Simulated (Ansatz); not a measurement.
**BiOCl (P4/nmm): the LDA gap against the k mesh of the density**

Wanted: the cheapest k mesh of the density that holds the LDA gap of BiOCl (P4/nmm).

Method: DFT, LDA, plane waves, PAW, in Ansatz 0.2.0.

**1. Starting point**

The structure is tetragonal, space group P4/nmm (No. 129). Conventional cell: a = 3.886 Å, b = 3.886 Å, c = 7.349 Å, α = 90.00°, β = 90.00°, γ = 90.00°. Nearest to Bi lie 4 O at 2.31 Å and 4 Cl at 3.06 Å. Nearest to Cl lie 4 Bi at 3.06 Å. Nearest to O lie 4 Bi at 2.31 Å. Farther neighbours and most contacts between anions are not listed.

The cell and positions come from the Crystallography Open Database and are kept as given unless a step says otherwise. Spin-orbit coupling is left out unless a step names it. The default PAW set here is soft_2. Its files were made with PBE.

**2. k mesh of the density: 2×2×2**

input.yaml

```yaml
crystal:
  lattice:
    - [3.88551, 0.0, 0.0]
    - [0.0, 3.88551, 0.0]
    - [0.0, 0.0, 7.3489]
  atoms:
    - { symbol: Bi, position: [0.5, 0.0, 0.32904] }
    - { symbol: Bi, position: [0.0, 0.5, 0.67096] }
    - { symbol: Cl, position: [0.0, 0.5, 0.1472] }
    - { symbol: Cl, position: [0.5, 0.0, 0.8528] }
    - { symbol: O, position: [0.0, 0.0, 0.5] }
    - { symbol: O, position: [0.5, 0.5, 0.5] }
kpoints:
  mp_grid: { grid: [2, 2, 2] }
  band_path:
    path:
      - [0.0, 0.0, 0.0]
      - [0.0, 0.5, 0.0]
      - [0.5, 0.5, 0.0]
      - [0.0, 0.0, 0.5]
      - [0.0, 0.5, 0.5]
      - [0.5, 0.5, 0.5]
      - [0.0, 0.4, 0.5]
    npoints: 1
hamiltonian:
  xc: lda
scf:
  occupations: { method: fixed }
  n_extra_bands: 6
output:
  eigenvalues: true
```

Command:

```sh
ansatz run input.yaml --threads 3 --pin off --max-ram 92160MiB --backend cuda --events-out ev --progress --plain --runs-dir out --devices 1 --max-vram 13GiB
```

Numbers of over 12 decimals in the logs are rounded to 6 here.

Output:

```text
scf.n_extra_bands = 6 over 28 filled bands (N_el = 56.0): the run solves 34 bands
GPUs: using 1 of 1 available (devices: 1).
Engine: ansatz 0.2.0, x86_64-unknown-linux-gnu
Pseudopotentials: kind: paw
Pseudopotential: Bi, paw, valence charge 15, recommended cutoff 420 eV (normal), Bi.paw.azcp
Pseudopotential: Cl, paw, valence charge 7, recommended cutoff 420 eV (normal), Cl.paw.azcp
Pseudopotential: O, paw, valence charge 6, recommended cutoff 420 eV (normal), O.paw.azcp
Functional definition: SPW92
  exchange = slater_x
  correlation = pw_c
device memory: the entry about to start is reckoned to put 2.0 GiB on a device that reports 62.5 GiB free (of which the cap on the GPU budget leaves the run 13.0 GiB)
GPU FFT provider: cuFFT
GPU libraries: cuBLAS 13.8.2, cuFFT 12.4.0, cuSOLVER 12.3.4
Crystal: 6 atoms, lattice volume = 110.948 Å³
Basis set: ecut = 420 eV, 2177 PW (Γ)
Bands: 34, of which v1, the nominal top of the filled ones, is band 28 counted from 1 (27 counted from 0)
Symmetry: 16 space group operations
Space group: P4/nmm (ITA 129), of the structure as read, at distance tolerance 4.8e-5 Å
k-points: 6 of 8
Non-local potential: Bi, projectors of the file, l = 0: 2, l = 1: 2, l = 2: 2, l = 3: 2
Non-local potential: Cl, projectors of the file, l = 0: 2, l = 1: 2, l = 2: 2
Non-local potential: O, projectors of the file, l = 0: 2, l = 1: 2, l = 2: 1
PAW form: soft (Blöchl's): semilocal exchange-correlation on the pseudo side does not see the compensation charge
PAW frozen core: Bi, regenerated for the run's functional, and the local potential with it (the file was generated under x = pbe(κ = 0.804, μ = 0.219515), c = pbe(β = 0.066725))
PAW frozen core: Cl, regenerated for the run's functional, and the local potential with it (the file was generated under x = pbe(κ = 0.804, μ = 0.219515), c = pbe(β = 0.066725))
PAW frozen core: O, regenerated for the run's functional, and the local potential with it (the file was generated under x = pbe(κ = 0.804, μ = 0.219515), c = pbe(β = 0.066725))
PAW one-centre angular grid: Bi, 590 points (default); XC on 64 Gauss nodes
PAW one-centre angular grid: Cl, 110 points (default); XC on 64 Gauss nodes
PAW one-centre angular grid: O, 110 points (default); XC on 64 Gauss nodes
Initial density: superposition of atomic densities (neutral atoms: chi_scale 0, normalization atom), corrected by the library's trained network
Initial wavefunctions: pseudopotential atomic-orbital guess
GPU buffer pool allocated for 36450 grid points (all kernels)
GPU transforms: local potential and band sums: pruned to the plane-wave sphere, on 25×25×50
Functional: x = slater, c = lda
SCF iter   1: F=—  HF=-27372.952299 eV  |F-HF|=—  |Δ(HF+E_count)|=         —  Δρ=1.08e-2  dr2=1.17e-1  ethr=1.77e-3  ⟨swp⟩=5.0  Hψ=780  notcnv=0  defer=24
preconditioner: auto → Resta (q_TF=auto, 2.434 Å⁻¹)  ε∞=3.6  [insulator: Δε(μ)=2.421 eV  Ē_g=16.501 eV  n_scr=28 (ndim 8)  ℏωp=26.4 eV  f_vac=0.006  ε∞_Penn≈3.6]
SCF iter   2: F=—  HF=-27372.927506 eV  |F-HF|=—  |Δ(HF+E_count)|=   2.48e-2  Δρ=4.86e-3  dr2=2.64e-2  ethr=2.08e-4  ⟨swp⟩=2.0  Hψ=370  notcnv=0  defer=24
SCF iter   3: F=—  HF=-27372.922667 eV  |F-HF|=—  |Δ(HF+E_count)|=   4.84e-3  Δρ=2.15e-3  dr2=3.74e-3  ethr=4.71e-5  ⟨swp⟩=2.0  Hψ=284  notcnv=0  defer=24
SCF iter   4: F=—  HF=-27372.921938 eV  |F-HF|=—  |Δ(HF+E_count)|=   7.29e-4  Δρ=7.88e-4  dr2=6.11e-4  ethr=6.67e-6  ⟨swp⟩=2.3  Hψ=278  notcnv=0  defer=24
SCF iter   5: F=—  HF=-27372.921785 eV  |F-HF|=—  |Δ(HF+E_count)|=   1.53e-4  Δρ=1.38e-4  dr2=2.01e-5  ethr=1.09e-6  ⟨swp⟩=2.7  Hψ=300  notcnv=0  defer=12
SCF iter   6: F=—  HF=-27372.921808 eV  |F-HF|=—  |Δ(HF+E_count)|=   2.39e-5  Δρ=2.37e-5  dr2=6.41e-7  ethr=3.58e-8  ⟨swp⟩=2.3  Hψ=324  notcnv=0  defer=12
SCF iter   7: F=-27372.921809 eV  HF=-27372.921809 eV  |F-HF|=2.55e-10  |Δ(HF+E_count)|=   1.25e-7  Δρ=2.65e-6  dr2=9.40e-9  ethr=1.79e-10  ⟨swp⟩=8.5  Hψ=778  notcnv=0
SCF 1 converged in 7 iterations: F = -27372.921809 eV  dr2 = 9.40e-9
[...]
device memory: the entry about to start is reckoned to put 1.3 GiB on a device that reports 56.0 GiB free (of which the cap on the GPU budget leaves the run 13.0 GiB)
NSCF: frozen V_eff on 7 k-points
SCF converged after 7 iterations
Free energy (F): -27372.921809 eV
Harris-Foulkes:  -27372.921809 eV  (|F-HF|=2.55e-10)
Internal energy: -27372.921809 eV  (E = F + TS)
E sigma→0 (E₀):  -27372.921809 eV
Fermi energy:    7.557444 eV
--- Per-component energies (eV) ---
  E_band       = -209.467615
  E_kinetic    = 1274.379160
  E_local      = -4736.823587  (includes V_loc(G=0)·N_el)
  E_nonlocal   = 1296.686966
  E_hartree    = 1663.328102
  E_xc         = -660.248506
  E_vxc        = -721.446125  (∫ρ·V_xc dr)
  E_paw        = -22249.919953  (= ΣΔE_a)
  E_vpaw       = -648.927614  (= ΣTr[D̂ρ^β])
  E_aug_tail   = 0.004222  (compensation charges beyond the density's cutoff)
  E_ewald      = -3960.893269
  E_core_change = 0.565057  (= ΣΔE_core)
  E_smearing   = -0.000000  (= −TS)
  E_closure    = -0.000000  (closes the sum)
  Σ components = -27372.921809   (vs F -27372.921809, Δ=0.00e0)
--- Band table (eV; the first three rows and the last of 6) ---
  k-point 0: bands = [... 24 lower, 6.5978, 6.5978, 6.6451, 6.8266, 10.5962, 11.2773, 12.8262, 12.8262, ... 2 higher]
  k-point 1: bands = [... 24 lower, 6.8923, 6.8923, 7.2162, 7.2888, 10.0898, 10.4321, 12.8344, 12.8344, ... 2 higher]
  k-point 2: bands = [... 24 lower, 6.7409, 6.7409, 7.5369, 7.5369, 12.0962, 12.0962, 12.7055, 12.7055, ... 2 higher]
  k-point 5: bands = [... 24 lower, 6.2539, 6.2539, 6.9598, 6.9598, 12.0460, 12.0460, 13.5607, 13.5607, ... 2 higher]
```

Elapsed: 5.7 s, on 1 × NVIDIA H100 80GB HBM3 (shared by 6 runs) with 3 threads of AMD EPYC 7R13 (Zen 3), shared host; peak memory 0.9 GiB; 3.9 s of CPU time.

The column dr2 measures how far the density is from self-consistency, as an energy; F and HF (Harris–Foulkes) agree once it is small.

Numbers from this step:

| Property | Result |
| --- | --- |
| gap | 2.457 eV |
| valence top at | k = (0.000, 0.400, 0.500) |
| conduction bottom at | Z |
| least direct gap | 2.801 eV |

The gap is indirect, with the least direct gap 0.34 eV higher.

**3. k mesh of the density: 4×4×2**

input.yaml: that of step 2 with these lines changed.

```diff
@@ -13,3 +13,3 @@
 kpoints:
-  mp_grid: { grid: [2, 2, 2] }
+  mp_grid: { grid: [4, 4, 2] }
   band_path:
```

Output:

```text
[...]
GPUs: using 1 of 1 available (devices: 1).
[...]
GPU FFT provider: cuFFT
GPU libraries: cuBLAS 13.8.2, cuFFT 12.4.0, cuSOLVER 12.3.4
Crystal: 6 atoms, lattice volume = 110.948 Å³
Basis set: ecut = 420 eV, 2177 PW (Γ)
Bands: 34, of which v1, the nominal top of the filled ones, is band 28 counted from 1 (27 counted from 0)
Symmetry: 16 space group operations
[...]
k-points: 12 of 32
[...]
--- Band table (eV; the first three rows and the last of 12) ---
  k-point 0: bands = [... 24 lower, 6.5547, 6.5547, 6.6140, 6.8038, 10.5917, 11.2706, 12.8213, 12.8213, ... 2 higher]
  k-point 1: bands = [... 24 lower, 6.8425, 6.8425, 7.1952, 7.2400, 10.0904, 10.4306, 12.8319, 12.8319, ... 2 higher]
  k-point 2: bands = [... 24 lower, 6.5821, 7.0880, 7.1954, 7.3186, 11.8077, 12.1687, 12.3415, 12.5179, ... 2 higher]
  k-point 11: bands = [... 24 lower, 6.2078, 6.2078, 6.9270, 6.9270, 12.0294, 12.0294, 13.5504, 13.5504, ... 2 higher]
[key lines of the parts left out:]
SCF converged after 7 iterations
Free energy (F): -27373.159735 eV
Fermi energy:    7.520126 eV
```

Wall time 5 s (1 × NVIDIA H100 80GB HBM3 (shared by 6 runs) with 3 threads); peak memory 0.91 GiB.

This step gave:

```
gap                  : 2.490 eV
valence top at       : k = (0.000, 0.400, 0.500)
conduction bottom at : Z
least direct gap     : 2.850 eV
```

The gap is 2.490 eV, +0.033 eV from the run before at this level.

**4. k mesh of the density: 6×6×4 (the default)**

input.yaml, the sections that differ from step 3:

```yaml
kpoints:
  mp_grid: { grid: [6, 6, 4] }
  band_path:
    path:
      - [[0.0, 0.0, 0.0], [0.0, 0.5, 0.0], [0.5, 0.5, 0.0], [0.0, 0.0, 0.0], [0.0, 0.0, 0.5], [0.0, 0.5, 0.5], [0.5, 0.5, 0.5], [0.0, 0.0, 0.5]]
      - [[0.0, 0.5, 0.0], [0.0, 0.5, 0.5]]
      - [[0.5, 0.5, 0.0], [0.5, 0.5, 0.5]]
    npoints: 10
scf:
  occupations: { method: fermi_dirac, width: 0.02 }
  n_extra_bands: 6
output:
  eigenvalues: true
  write_density: true
  write_potential: true
  elf: true
  volumetric_format: npy
# crystal, hamiltonian: as in step 3
```

Output:

```text
[...]
GPUs: using 1 of 1 available (devices: 1).
[...]
GPU FFT provider: cuFFT
GPU libraries: cuBLAS 13.8.2, cuFFT 12.4.0, cuSOLVER 12.3.4
Crystal: 6 atoms, lattice volume = 110.948 Å³
Basis set: ecut = 420 eV, 2177 PW (Γ)
Bands: 34, of which v1, the nominal top of the filled ones, is band 28 counted from 1 (27 counted from 0)
Symmetry: 16 space group operations
[...]
k-points: 30 of 144
[...]
--- Band table (eV; the first three rows and the last of 30) ---
  k-point 0: bands = [... 24 lower, 6.5527, 6.5527, 6.6128, 6.8030, 10.5923, 11.2712, 12.8211, 12.8211, ... 2 higher]
  k-point 1: bands = [... 24 lower, 6.7097, 6.7097, 6.8604, 7.0544, 10.3286, 10.8718, 12.8260, 12.8260, ... 2 higher]
  k-point 2: bands = [... 24 lower, 6.8404, 6.8404, 7.1939, 7.2385, 10.0911, 10.4315, 12.8318, 12.8318, ... 2 higher]
  k-point 29: bands = [... 24 lower, 6.2063, 6.2063, 6.9248, 6.9248, 12.0288, 12.0288, 13.5503, 13.5503, ... 2 higher]
[key lines of the parts left out:]
SCF converged after 6 iterations
Free energy (F): -27373.166113 eV
Fermi energy:    8.839036 eV
```

Run time: 5.5 s. Hardware: 1 × NVIDIA H100 80GB HBM3 (shared by 6 runs) with 3 threads; peak memory 0.96 GiB; 6.2 s of CPU time.

This step gave:

```yaml
gap: 2.492 eV
valence_top_at: k = (0.000, 0.400, 0.500)
conduction_bottom_at: Z
least_direct_gap: 2.853 eV
```

The gap is 2.492 eV, +0.002 eV from the run before at this level.

**5. k mesh of the density: 8×8×6**

input.yaml, the sections that differ from step 4:

```yaml
kpoints:
  mp_grid: { grid: [8, 8, 6] }
  band_path:
    path:
      - [0.0, 0.0, 0.0]
      - [0.0, 0.5, 0.0]
      - [0.5, 0.5, 0.0]
      - [0.0, 0.0, 0.5]
      - [0.0, 0.5, 0.5]
      - [0.5, 0.5, 0.5]
      - [0.0, 0.4, 0.5]
    npoints: 1
scf:
  occupations: { method: fixed }
  n_extra_bands: 6
output:
  eigenvalues: true
# crystal, hamiltonian: as in step 4
```

Output:

```text
[...]
GPUs: using 1 of 1 available (devices: 1).
[...]
GPU FFT provider: cuFFT
GPU libraries: cuBLAS 13.8.2, cuFFT 12.4.0, cuSOLVER 12.3.4
Crystal: 6 atoms, lattice volume = 110.948 Å³
Basis set: ecut = 420 eV, 2177 PW (Γ)
Bands: 34, of which v1, the nominal top of the filled ones, is band 28 counted from 1 (27 counted from 0)
Symmetry: 16 space group operations
[...]
k-points: 60 of 384
[...]
--- Band table (eV; the first three rows and the last of 60) ---
  k-point 0: bands = [... 24 lower, 6.5527, 6.5527, 6.6128, 6.8031, 10.5924, 11.2713, 12.8212, 12.8212, ... 2 higher]
  k-point 1: bands = [... 24 lower, 6.6346, 6.6346, 6.7318, 6.9336, 10.4588, 11.0734, 12.8235, 12.8235, ... 2 higher]
  k-point 2: bands = [... 24 lower, 6.7779, 6.7779, 7.0044, 7.1644, 10.2039, 10.6614, 12.8288, 12.8288, ... 2 higher]
  k-point 59: bands = [... 24 lower, 6.2063, 6.2063, 6.9250, 6.9250, 12.0288, 12.0288, 13.5504, 13.5504, ... 2 higher]
[key lines of the parts left out:]
SCF converged after 7 iterations
Free energy (F): -27373.166310 eV
Fermi energy:    7.585961 eV
```

Run time: 5.1 s. Hardware: 1 × NVIDIA H100 80GB HBM3 (shared by 6 runs) with 3 threads; peak memory 0.92 GiB.

Numbers from this step:

| Property | Result |
| --- | --- |
| gap | 2.492 eV |
| valence top at | k = (0.000, 0.400, 0.500) |
| conduction bottom at | Z |
| least direct gap | 2.853 eV |

The gap is 2.492 eV, as in the run before at this level.

**6. The series**

Differences are against the last row; a negative gap means that bands overlap, and a run with a band path holds that path's time. Times are wall times on 1 × NVIDIA H100 80GB HBM3 (shared by 6 runs) with 3 threads of AMD EPYC 7R13 (Zen 3), shared host, good to a factor of about two.

```
k mesh of the density  gap (eV)  direct gap (eV)  gap error (eV)  energy error (meV/atom)  irreducible k   time
                2×2×2     2.457            2.801          −0.035                    +40.8              6  5.7 s
                4×4×2     2.490            2.850          −0.002                     +1.1             12    5 s
                6×6×4     2.492            2.853          +0.000                     +0.0             30  5.5 s
                8×8×6     2.492            2.853          +0.000                     +0.0             60  5.1 s
```

**7. What came out**

- 2×2×2: 2.457 eV
- 4×4×2: 2.490 eV
- 6×6×4: 2.492 eV
- 8×8×6: 2.492 eV

**Reading.** The gap holds to 0.02 eV from 4×4×2 on. At 2×2×2 the gap is off by −0.035 eV and the energy by +41 meV/atom. The gap is read over the mesh and added points near the edges, so meshes differ mainly through the density and, for a hybrid, the exchange operator.

[Paths, hosts, dates, memory and timing lines, banners, echoed tables and standing remarks are left out of the program output.]

[Logs are printed without paths, hosts, clocks, repeated set-up lines and the standing remarks that a program may print on its own settings, such as how far it seeks lower states.]

[Runs of the session that timed out or met a known fault of the program may be left out.]

[Cells called generated may have been cut or substituted from an entry of the Crystallography Open Database or the Materials Project.]

[Hosts, paths, dates, database ids (printed as entryN), source tags and the programs' standing remarks are cut or masked in the printed files.]
